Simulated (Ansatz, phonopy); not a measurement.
# Cu (Copper, Fm-3m): phonons against volume, part 3 of 4

Wanted: mode Grüneisen parameters of Cu (Copper) and a free-energy fit over volumes.

Measurements to reproduce:
- heat capacity C_P per formula unit 24.5 J/mol/K near room temperature (given in “High-Throughput Prediction of Finite-Temperature Properties using the Quasi-Harmonic Approximation”, 2016, arXiv:1603.06924)

Ansatz 0.2.0; DFT PBEsol, scalar-relativistic, plane waves, PAW.

So far. Step 8 (Single point at a scaled cell, V/V0 0.985): The run ends at a pressure of 2.64 GPa. Step 9 (Lattice dynamics at this volume, V/V0 0.985): No mode is imaginary beyond numerical noise at the solved wavevectors.

### 10. Single point at a scaled cell, V/V0 1.03

Symmetry fixes every atom, so a single point at the scaled cell gives the energy and pressure of this member.

The input, input.yaml:

```yaml
crystal:
  lattice:
    - [0.0, 1.7995768363, 1.7995768363]
    - [1.7995768363, 0.0, 1.7995768363]
    - [1.7995768363, 1.7995768363, 0.0]
  atoms:
    - { symbol: Cu, position: [0.0, 0.0, 0.0] }
kpoints:
  mp_grid: { grid: [24, 24, 24] }
hamiltonian:
  xc: pbesol
scf:
  occupations: { method: methfessel_paxton, width: 0.2 }
  lower_state_search: "off"
output:
  forces: true
  stress: true
  eigenvalues: true
  write_density: true
  write_potential: true
  elf: true
  volumetric_format: npy
```

Run with:

```bash
$ ansatz run input.yaml --threads 8 --pin off --max-ram 16384MiB --backend cpu --events-out ev --progress --plain --runs-dir out
```

Numbers of over 12 decimals in the logs are rounded to 6 here.

Log:

```text
[...]
Crystal: 1 atoms, lattice volume = 11.656 Å³
Basis set: ecut = 420 eV, 259 PW (Γ), exchange–correlation on 36×36×36 points (8 copies of the dense FFT grid, shifted against one another)
Bands: 14, of which v1, the nominal top of the filled ones, is band 10 counted from 1 (9 counted from 0)
Symmetry: 48 space group operations
[...]
k-points: 413 of 13824
[...]
--- Band table (eV; the first three rows and the last of 413) ---
  k-point 0: bands = [... 6 lower, 13.8265, 13.8265, 14.6876, 14.6876, 39.5605, 42.1487, 42.1487, 42.1487]
  k-point 1: bands = [... 6 lower, 13.8392, 13.8392, 14.6825, 14.6825, 39.2413, 41.1565, 41.9260, 41.9260]
  k-point 2: bands = [... 6 lower, 13.8745, 13.8745, 14.6696, 14.6696, 37.8141, 40.4109, 41.4527, 41.4527]
  k-point 412: bands = [... 6 lower, 13.2898, 14.6410, 15.4215, 23.0688, 23.0688, 25.2204, 25.7003, 45.1839]
[key lines of the parts left out:]
SCF converged after 5 iterations
Free energy (F): -6588.768665 eV
Fermi energy:    16.874136 eV
P = ⅓ Tr σ = -4.6192 GPa (-46.192 kbar)
```

Wall time 1.4 s (8 threads of Arm Neoverse N1, shared host); peak memory 0.37 GiB; 8.1 s of CPU time.

The run ends at a pressure of -4.62 GPa.

### 11. Lattice dynamics at this volume, V/V0 1.03

Phonons at this volume give one point of F(V, T); meshes stay fixed along the series.

input.yaml, the sections that differ from step 10:

```yaml
output:
  eigenvalues: true
phonons:
  method: dfpt
  qmesh: [6, 6, 6]
  temperatures: { t_max: 1000, t_step: 50 }
  qpath:
    path:
      - [[0.0, 0.0, 0.0], [0.5, 0.0, 0.5], [0.625, 0.25, 0.625]]
      - [[0.375, 0.375, 0.75], [0.0, 0.0, 0.0], [0.5, 0.5, 0.5], [0.5, 0.25, 0.75], [0.5, 0.0, 0.5]]
    npoints: 10
# crystal, kpoints, hamiltonian, scf: as in step 10
```

Log:

```text
[...]
Crystal: 1 atoms, lattice volume = 11.656 Å³
Basis set: ecut = 420 eV, 259 PW (Γ), exchange–correlation on 36×36×36 points (8 copies of the dense FFT grid, shifted against one another)
Bands: 14, of which v1, the nominal top of the filled ones, is band 10 counted from 1 (9 counted from 0)
Symmetry: 48 space group operations
k-points: 413 of 13824
[...]
k-point 412: bands = [... 6 lower, 13.2898, 14.6410, 15.4215, 23.0688, 23.0688, 25.2204, 25.7003, 45.1839]
[...]
ASR residual: 5.798e-5 → 0.000e0 eV/Å²; symmetrization residual: 8.185e-12 eV/Å²
  ASR residual per site (eV/Å²): 5.80e-5
  Γ frequencies (cm⁻¹): 0.00 0.00 0.00
--- Phonons (arbitrary-q DFPT): 16 irreducible q on the 6×6×6 mesh ---
[...]
interpolated dispersion: 62 rows × 3 modes
[...]
[key lines of the parts left out:]
SCF converged after 6 iterations
Free energy (F): -6588.768665 eV
Fermi energy:    16.874144 eV
```

Run time: 13 min. Hardware: 8 threads; peak memory 5.9 GiB.

No LO-TO term. Phonon branches along the path, in cm⁻¹:

```
    point  branch 1  branch 2  branch 3
        Γ         0         0         0
  halfway       123       123       180
        X       171       171       241
  halfway       167       177       235
        U       154       194       220
jump to K       154       194       220
  halfway        89       136       193
        Γ         0         0         0
  halfway        82        82       182
        L       115       115       244
  halfway       138       168       230
        W       168       206       206
  halfway       168       180       230
        X       171       171       241
```

The phonon branches as a text plot (rows in cm⁻¹):

```
    239 |           ****                       *******         **
    229 |         **    *                             *      **
    219 |        *       **  **               *        **   *
    209 |                  **  *             *           ***
    199 |       *         *                                *
    188 |                *  *   *                       *   **
    178 |      *       **    **             *          *      *
    168 |         ******         *                    *  ********
    158 |        *      ***    *           *         *  *
    148 |    **            *                           *
    138 |       *           *   * **                * *
    127 |      *                                   ***
    117 |   *                **  *        *     ****
    107 |    **                *              **
     97 |                           *        *
     87 |  *                    * **     *
     76 |   *                               *
     66 |                        *         *
     56 |  *                      ***     *
     46 | *                          *  *
     36 |                           *    *
     25 | *                          *
     15 |                            *  *
      5 |*                            **
         Γ           X  U|K            Γ         L        W     X
```

No mode is imaginary beyond numerical noise at the solved wavevectors.

### 12. A cell at another volume, V/V0 0.97

Symmetry fixes every atom, so a single point at the scaled cell gives the energy and pressure of this member.

input.yaml, the sections that differ from step 11:

```yaml
crystal:
  lattice:
    - [0.0, 1.7639322381, 1.7639322381]
    - [1.7639322381, 0.0, 1.7639322381]
    - [1.7639322381, 1.7639322381, 0.0]
  atoms:
    - { symbol: Cu, position: [0.0, 0.0, 0.0] }
output:
  forces: true
  stress: true
  eigenvalues: true
# kpoints, hamiltonian, scf: as in step 11
# phonons: removed
```

Log:

```text
[...]
Crystal: 1 atoms, lattice volume = 10.977 Å³
Basis set: ecut = 420 eV, 181 PW (Γ), exchange–correlation on 36×36×36 points (8 copies of the dense FFT grid, shifted against one another)
Bands: 14, of which v1, the nominal top of the filled ones, is band 10 counted from 1 (9 counted from 0)
Symmetry: 48 space group operations
[...]
k-points: 413 of 13824
[...]
--- Band table (eV; the first three rows and the last of 413) ---
  k-point 0: bands = [... 6 lower, 14.9809, 14.9809, 15.9261, 15.9261, 41.3921, 44.4511, 44.4511, 44.4511]
  k-point 1: bands = [... 6 lower, 14.9948, 14.9948, 15.9204, 15.9204, 41.1095, 43.3892, 44.2240, 44.2240]
  k-point 2: bands = [... 6 lower, 15.0334, 15.0334, 15.9060, 15.9060, 39.8121, 42.4597, 43.7440, 43.7440]
  k-point 412: bands = [... 6 lower, 14.3863, 15.8715, 16.7312, 24.6564, 24.6564, 26.8746, 27.6205, 47.4438]
[key lines of the parts left out:]
SCF converged after 5 iterations
Free energy (F): -6588.768032 eV
Fermi energy:    18.233574 eV
P = ⅓ Tr σ = 5.5249 GPa (55.249 kbar)
```

It took 1.4 s on 8 threads; peak memory 0.35 GiB; 6 s of CPU time.

The run ends at a pressure of 5.52 GPa.

### 13. Lattice dynamics at this volume, V/V0 0.97

The same q-mesh and k-mesh are kept at every volume, so that much of their error can cancel in the differences.

input.yaml, the sections that differ from step 12:

```yaml
output:
  eigenvalues: true
phonons:
  method: dfpt
  qmesh: [6, 6, 6]
  temperatures: { t_max: 1000, t_step: 50 }
  qpath:
    path:
      - [[0.0, 0.0, 0.0], [0.5, 0.0, 0.5], [0.625, 0.25, 0.625]]
      - [[0.375, 0.375, 0.75], [0.0, 0.0, 0.0], [0.5, 0.5, 0.5], [0.5, 0.25, 0.75], [0.5, 0.0, 0.5]]
    npoints: 10
# crystal, kpoints, hamiltonian, scf: as in step 12
```

Log:

```text
[...]
Crystal: 1 atoms, lattice volume = 10.977 Å³
Basis set: ecut = 420 eV, 181 PW (Γ), exchange–correlation on 36×36×36 points (8 copies of the dense FFT grid, shifted against one another)
Bands: 14, of which v1, the nominal top of the filled ones, is band 10 counted from 1 (9 counted from 0)
Symmetry: 48 space group operations
k-points: 413 of 13824
[...]
k-point 412: bands = [... 6 lower, 14.3863, 15.8716, 16.7313, 24.6564, 24.6564, 26.8746, 27.6205, 47.4438]
[...]
ASR residual: 5.359e-6 → 0.000e0 eV/Å²; symmetrization residual: 8.792e-12 eV/Å²
  ASR residual per site (eV/Å²): 5.36e-6
  Γ frequencies (cm⁻¹): 0.00 0.00 0.00
--- Phonons (arbitrary-q DFPT): 16 irreducible q on the 6×6×6 mesh ---
[...]
interpolated dispersion: 62 rows × 3 modes
[...]
[key lines of the parts left out:]
SCF converged after 6 iterations
Free energy (F): -6588.768032 eV
Fermi energy:    18.233582 eV
```

Run time: 13 min. Hardware: 8 threads; peak memory 5.7 GiB; 88 min of CPU time.

No LO-TO term. The phonon branches at the labelled points (cm⁻¹):

```
    point  branch 1  branch 2  branch 3
        Γ         0         0         0
  halfway       137       137       204
        X       192       192       276
  halfway       186       201       270
        U       172       222       252
jump to K       172       222       252
  halfway        98       154       221
        Γ         0         0         0
  halfway        90        90       208
        L       127       127       281
  halfway       155       191       264
        W       191       236       236
  halfway       190       204       264
        X       192       192       276
```

The phonon branches as a text plot (rows in cm⁻¹):

```
    275 |           ****                        ******         **
    264 |         **    *                      *      *      **
    252 |        *       **  **               *        **   *
    240 |                  **  *                         ***
    229 |       *                            *           * *
    217 |                ** *   *                       *   *
    205 |      *       **    **             *          *     **
    193 |           ***          *                    *  ********
    182 |         **   **      *
    170 |    **  *       **                *         * **
    158 |       *          *    * **                * *
    147 |                   *                      * *
    135 |   *  *             **           *       ***
    123 |                      * *             ****
    111 |    **                     *         *
    100 |                       * **     *   *
     88 |  **                               *
     76 |                        *         *
     64 |  *                        *
     53 | *                       ** *  * *
     41 |                           *    *
     29 | *                          *
     18 |                            *  *
      6 |*                            **
         Γ           X  U|K            Γ         L        W     X
```

No mode is imaginary beyond numerical noise at the solved wavevectors.

### 14. A cell at another volume, V/V0 1.05

Symmetry fixes every atom, so a single point at the scaled cell gives the energy and pressure of this member.

input.yaml, the sections that differ from step 13:

```yaml
crystal:
  lattice:
    - [0.0, 1.8111499958, 1.8111499958]
    - [1.8111499958, 0.0, 1.8111499958]
    - [1.8111499958, 1.8111499958, 0.0]
  atoms:
    - { symbol: Cu, position: [0.0, 0.0, 0.0] }
output:
  forces: true
  stress: true
  eigenvalues: true
# kpoints, hamiltonian, scf: as in step 13
# phonons: removed
```

Log:

```text
[...]
Crystal: 1 atoms, lattice volume = 11.882 Å³
Basis set: ecut = 420 eV, 259 PW (Γ), exchange–correlation on 36×36×36 points (8 copies of the dense FFT grid, shifted against one another)
Bands: 14, of which v1, the nominal top of the filled ones, is band 10 counted from 1 (9 counted from 0)
Symmetry: 48 space group operations
[...]
k-points: 413 of 13824
[...]
--- Band table (eV; the first three rows and the last of 413) ---
  k-point 0: bands = [... 6 lower, 13.4705, 13.4705, 14.3063, 14.3063, 38.9900, 41.4326, 41.4326, 41.4326]
  k-point 1: bands = [... 6 lower, 13.4828, 13.4828, 14.3013, 14.3013, 38.6573, 40.4633, 41.2103, 41.2103]
  k-point 2: bands = [... 6 lower, 13.5171, 13.5171, 14.2888, 14.2888, 37.1891, 39.7754, 40.7402, 40.7402]
  k-point 412: bands = [... 6 lower, 12.9515, 14.2619, 15.0186, 22.5809, 22.5809, 24.7113, 25.1078, 44.4818]
[key lines of the parts left out:]
SCF converged after 5 iterations
Free energy (F): -6588.760236 eV
Fermi energy:    16.456145 eV
P = ⅓ Tr σ = -7.2694 GPa (-72.694 kbar)
```

The job ended after 1.1 s (8 threads; peak memory 0.36 GiB; 5.9 s of CPU time).

The run ends at a pressure of -7.27 GPa.

### 15. Phonons, V/V0 1.05

Phonons at this volume give one point of F(V, T); meshes stay fixed along the series.

input.yaml, the sections that differ from step 14:

```yaml
output:
  eigenvalues: true
phonons:
  method: dfpt
  qmesh: [6, 6, 6]
  temperatures: { t_max: 1000, t_step: 50 }
  qpath:
    path:
      - [[0.0, 0.0, 0.0], [0.5, 0.0, 0.5], [0.625, 0.25, 0.625]]
      - [[0.375, 0.375, 0.75], [0.0, 0.0, 0.0], [0.5, 0.5, 0.5], [0.5, 0.25, 0.75], [0.5, 0.0, 0.5]]
    npoints: 10
# crystal, kpoints, hamiltonian, scf: as in step 14
```

Log:

```text
[...]
Crystal: 1 atoms, lattice volume = 11.882 Å³
Basis set: ecut = 420 eV, 259 PW (Γ), exchange–correlation on 36×36×36 points (8 copies of the dense FFT grid, shifted against one another)
Bands: 14, of which v1, the nominal top of the filled ones, is band 10 counted from 1 (9 counted from 0)
Symmetry: 48 space group operations
k-points: 413 of 13824
[...]
k-point 412: bands = [... 6 lower, 12.9515, 14.2619, 15.0186, 22.5809, 22.5809, 24.7113, 25.1078, 44.4818]
[...]
ASR residual: 1.243e-4 → 0.000e0 eV/Å²; symmetrization residual: 6.973e-12 eV/Å²
  ASR residual per site (eV/Å²): 1.24e-4
  Γ frequencies (cm⁻¹): 0.00 0.00 0.00
--- Phonons (arbitrary-q DFPT): 16 irreducible q on the 6×6×6 mesh ---
[...]
interpolated dispersion: 62 rows × 3 modes
[...]
[key lines of the parts left out:]
SCF converged after 6 iterations
Free energy (F): -6588.760236 eV
Fermi energy:    16.456154 eV
```

Elapsed: 13 min, on 8 threads; peak memory 6 GiB; 88 min of CPU time.

No mode is imaginary beyond numerical noise at the solved wavevectors.

### 16. How the modes move with volume

This step: DFT PBEsol, scalar-relativistic, plane waves, PAW (phonopy 4.10.0).

Numbers from this step:

```
share of modes with a negative Grüneisen parameter : 0
```

Mean Grüneisen, by row:

```
T (K)  heat-capacity-weighted mean  root mean square
   50                        1.874             1.885
  100                        1.976             1.989
  200                        2.015             2.027
  300                        2.023             2.035
  500                        2.027             2.039
  800                        2.029             2.041
```

The mean mode Grueneisen parameter by wavenumber:

```
wavenumber (cm⁻¹)  mean mode Grueneisen parameter
                4                               -
               13                            1.58
               22                            1.54
               31                            1.54
               39                            1.72
               48                            1.62
               57                            1.65
               66                            1.68
               74                            1.72
               83                             1.7
               92                            1.72
              100                            1.74
              109                            1.73
              118                            1.75
              127                            1.77
              136                            1.83
              144                            1.88
              153                            1.92
              162                            1.97
              170                            2.01
              179                            2.05
              188                            2.14
              197                            2.19
              205                            2.23
              214                            2.24
              223                            2.24
              232                            2.26
              240                            2.28
              249                             2.3
              258                            2.32
```

(Part 3 of 4 ends here.)

[Logs are printed without paths, hosts, clocks, repeated set-up lines and the standing remarks that a program may print on its own settings, such as how far it seeks lower states.]

[Hosts, paths, dates, database ids (printed as entryN), source tags and the programs' standing remarks are cut or masked in the printed files.]

[A step with changed settings may run another functional than the one named; its input shows which.]

[Of the runs on displaced cells, only some may be shown.]
